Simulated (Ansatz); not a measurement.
# Phonon transport in CeO2 (Fm-3m), part 2 of 2

How well does the lattice of CeO2 conduct heat?

Measurements to reproduce:
- thermal conductivity 10.8 W/m/K near room temperature (given in “Predicting the lattice thermal conductivity of solids by solving the Boltzmann transport equation: AFLOW - AAPL an automated, accurate and efficient framework”, 2017, arXiv:1611.05481)

Ansatz 0.2.0; DFT LDA, scalar-relativistic, plane waves, PAW; PAW set soft_1.

So far. Step 2 (Probe on a coarse mesh): The start is under -5.2 GPa at this level and looks like an insulator or semiconductor on this mesh. Step 4 (Tight relaxation): The residual pressure is -0.0030 GPa, small enough for phonons. The relaxed cell has a = 5.359 Å (conventional setting).

### 6. Anharmonic force constants and conductivity (continued)

300 K; a sample spread over frequency. Mode lifetimes, by row, the first 40 of 90 rows:

| q1 | q2 | q3 | branch | frequency (THz) | rms speed (km/s) | three-phonon rate (1/ps) | isotope rate (1/ps) | lifetime (ps) | mean free path (nm) |
| --- | --- | --- | --- | --- | --- | --- | --- | --- | --- |
| 0 | 0.0526 | 0.0526 | 1 | 0.589 | 2.99 | 0.0128 | 8.69e-8 | 78.1 | 233 |
| 0 | 0.1579 | 0.1579 | 1 | 1.75 | 2.91 | 0.094 | 1.41e-5 | 10.6 | 30.9 |
| 0 | 0.2105 | 0.2105 | 1 | 2.311 | 2.79 | 0.171 | 4.84e-5 | 5.86 | 16.4 |
| 0 | 0.1579 | 0.2632 | 2 | 2.71 | 3.38 | 0.203 | 1.07e-4 | 4.93 | 16.7 |
| 0.0526 | 0.2632 | 0.3158 | 1 | 2.96 | 2.84 | 0.234 | 1.71e-4 | 4.26 | 12.1 |
| 0 | 0.1053 | -0.2632 | 1 | 3.214 | 1.72 | 0.141 | 3.27e-4 | 7.09 | 12.2 |
| 0 | 0.1053 | 0.1579 | 3 | 3.402 | 6.14 | 0.0635 | 4.10e-4 | 15.6 | 96.1 |
| 0 | 0.0526 | 0.4211 | 1 | 3.5 | 0.95 | 0.154 | 6.33e-4 | 6.45 | 6.1 |
| 0 | 0 | 0.4737 | 1 | 3.625 | 0.24 | 0.16 | 0.00103 | 6.22 | 1.48 |
| 0.0526 | 0.1579 | -0.3684 | 1 | 3.715 | 0.74 | 0.187 | 0.00122 | 5.33 | 3.94 |
| 0 | 0.3158 | 0.4211 | 1 | 3.779 | 1.72 | 0.24 | 0.00122 | 4.15 | 7.16 |
| 0 | 0.0526 | 0.2105 | 3 | 3.871 | 5.16 | 0.195 | 0.00121 | 5.1 | 26.4 |
| 0 | 0.3158 | -0.3158 | 1 | 3.968 | 0.63 | 0.242 | 0.00152 | 4.11 | 2.6 |
| 0.1579 | 0.3158 | -0.3684 | 1 | 4.045 | 0.8 | 0.261 | 0.00161 | 3.81 | 3.05 |
| 0.0526 | 0.3684 | -0.3684 | 1 | 4.124 | 0.55 | 0.272 | 0.00168 | 3.66 | 2.01 |
| 0.1053 | 0.4211 | -0.4211 | 1 | 4.21 | 0.66 | 0.29 | 0.00179 | 3.43 | 2.26 |
| 0.1579 | 0.4737 | -0.3684 | 1 | 4.273 | 0.27 | 0.309 | 0.00128 | 3.22 | 0.866 |
| 0 | 0.1579 | -0.4737 | 2 | 4.494 | 2.82 | 0.33 | 6.43e-4 | 3.02 | 8.52 |
| 0.1053 | 0.2105 | -0.4211 | 2 | 4.715 | 2.96 | 0.378 | 7.04e-4 | 2.64 | 7.82 |
| 0.0526 | 0.1053 | 0.3158 | 3 | 5.006 | 3.89 | 0.304 | 7.09e-4 | 3.29 | 12.8 |
| 0.0526 | 0.3158 | -0.4211 | 2 | 5.198 | 2.32 | 0.458 | 8.35e-4 | 2.18 | 5.06 |
| 0 | 0.1579 | 0.3158 | 3 | 5.491 | 3.65 | 0.327 | 8.14e-4 | 3.05 | 11.1 |
| 0.1053 | 0.3684 | -0.3158 | 2 | 5.772 | 1.87 | 0.512 | 7.83e-4 | 1.95 | 3.64 |
| 0 | 0.2632 | -0.2632 | 3 | 5.982 | 0.45 | 0.463 | 0.00119 | 2.16 | 0.961 |
| 0.0526 | 0.2105 | 0.4211 | 3 | 6.078 | 2.19 | 0.504 | 0.00188 | 1.98 | 4.34 |
| 0.0526 | 0.4211 | -0.4211 | 3 | 6.204 | 1.84 | 1.37 | 6.98e-4 | 0.729 | 1.34 |
| 0.1053 | 0.4211 | -0.3158 | 3 | 6.288 | 1.09 | 0.971 | 0.00166 | 1.03 | 1.12 |
| 0 | 0.2632 | 0.3158 | 3 | 6.372 | 3.78 | 0.367 | 0.00256 | 2.71 | 10.2 |
| 0 | 0.0526 | 0.4737 | 3 | 6.496 | 0.86 | 0.689 | 0.00146 | 1.45 | 1.24 |
| 0.1053 | 0.3684 | -0.4211 | 3 | 6.711 | 2.01 | 0.926 | 7.60e-4 | 1.08 | 2.17 |
| 0.1579 | 0.4211 | -0.4211 | 4 | 6.908 | 3.62 | 1.12 | 7.69e-4 | 0.892 | 3.23 |
| 0.1053 | 0.4737 | -0.3684 | 4 | 7.091 | 1.76 | 1.04 | 8.40e-4 | 0.961 | 1.69 |
| 0.1053 | 0.3684 | -0.4737 | 4 | 7.263 | 3.81 | 1.04 | 0.00138 | 0.958 | 3.65 |
| 0 | 0.4737 | -0.4737 | 4 | 7.406 | 0.34 | 0.877 | 0.00152 | 1.14 | 0.386 |
| 0.0526 | 0.4211 | -0.4737 | 5 | 7.548 | 1.87 | 0.87 | 0.00148 | 1.15 | 2.15 |
| 0.1053 | 0.4211 | -0.3158 | 5 | 7.713 | 4.02 | 1.16 | 0.00184 | 0.863 | 3.47 |
| 0.0526 | 0.2105 | -0.2105 | 4 | 7.879 | 2.06 | 1.06 | 0.0019 | 0.938 | 1.93 |
| 0.1053 | 0.3158 | -0.4211 | 5 | 8.004 | 3.66 | 1.28 | 0.00212 | 0.782 | 2.86 |
| 0 | 0.2632 | 0.2632 | 5 | 8.097 | 1.01 | 0.966 | 0.00216 | 1.03 | 1.04 |
| 0 | 0.2105 | 0.3158 | 4 | 8.264 | 1.49 | 0.942 | 0.00236 | 1.06 | 1.58 |

Without the LO-TO term. Gamma linewidths, by row:

```csv
branch,frequency (cm⁻¹),three-phonon rate (1/ps),isotope rate (1/ps),FWHM (cm⁻¹)
4,292.8,0.407,0.00277,2.18
5,292.8,0.407,0.00277,2.18
6,292.8,0.407,0.00277,2.18
7,444.8,1.26,0.0162,6.78
8,444.8,1.26,0.0162,6.78
9,444.8,1.26,0.0162,6.78
```

W/m/K, third of the trace; RTA populations with a boundary rate v/L added to each mode (Matthiessen's rule). Kappa by grain size, by row:

```
T (K)   bulk  10 nm  30 nm  100 nm  300 nm  1000 nm  10000 nm  100000 nm
  100  64.83  6.187  12.94   23.63   34.66    46.05     60.47       64.3
  300  16.11  6.557  9.379   12.06   13.91    15.18     15.99       16.1
  600  7.884  4.344  5.595   6.658   7.298    7.667      7.86      7.881
```

W/m/K, third of the trace; RTA populations with the isotope rates scaled. Kappa by mass disorder, by row:

| T (K) | no isotopes | as typed | variance x 3 | variance x 10 | variance x 30 |
| --- | --- | --- | --- | --- | --- |
| 100 | 65.53 | 64.83 | 63.56 | 59.98 | 53.25 |
| 300 | 16.15 | 16.11 | 16.04 | 15.79 | 15.17 |
| 600 | 7.893 | 7.884 | 7.866 | 7.806 | 7.646 |

At 300 K the relaxation-time value is 16.5 W/(m K).

### 7. Results

| Property | Result |
| --- | --- |
| highest frequency | 582.3 cm⁻¹ |
| Debye temperature from the second moment | 631 K |
| κ at 300 K (relaxation time) | 16.52 W/m/K |
| mean free path at half of κ | 14.1 nm |
| share of κ above the three lowest branches | 0.266 |

**Reading.** The lattice of CeO2 conducts 16.5 W/(m K) at 300 K by LDA (mean over directions, relaxation-time solution). Above 300 K the relaxation-time κ falls as T^-0.97, near the 1/T law of three-phonon scattering. Grains of 100 nm would keep 75 % of the bulk value at 300 K, and grains of 1 µm 94 %. Removing the natural isotope disorder raises κ at 300 K by 0 %. A measured thermal conductivity near room temperature is 10.8 W/m/K (arXiv:1611.05481); the calculated 16.5 W/m/K differs by +53 %. The relaxed cell is 3 % smaller in volume than the database cell, which stiffens most phonons and usually raises κ; no run here tested that. Four-phonon, defect and boundary scattering, which are left out, would lower the calculated value; thermal expansion is left out too. The last run computed the relaxation-time solution alone; it counts normal processes as resistive, so the full solution usually lies higher, most of all in good conductors. The sum rules changed one orbit of cubic constants by up to 20 %; by the manual a large change points to a short cutoff or, on a small and distant orbit, to noisy forces. The conductivities include the coherence part between close branches; the shares for grains, isotopes, branches and paths are of the relaxation-time populations alone. Cubic couplings among atoms farther apart than the pair cutoff are dropped, and neither the cutoff nor the q-mesh was shown to be converged here. The interpolation has no quadrupole term, so branches near the zone centre are less sure, since this crystal has sites that are not centres of inversion. The PAW files were made for PBE and are used here under another functional, for which the program regenerates the frozen cores.

[Logs are printed without paths, hosts, clocks, repeated set-up lines and the standing remarks that a program may print on its own settings, such as how far it seeks lower states.]

[Hosts, paths, dates, database ids (printed as entryN), source tags and the programs' standing remarks are cut or masked in the printed files.]

[A step with changed settings may run another functional than the one named; its input shows which.]
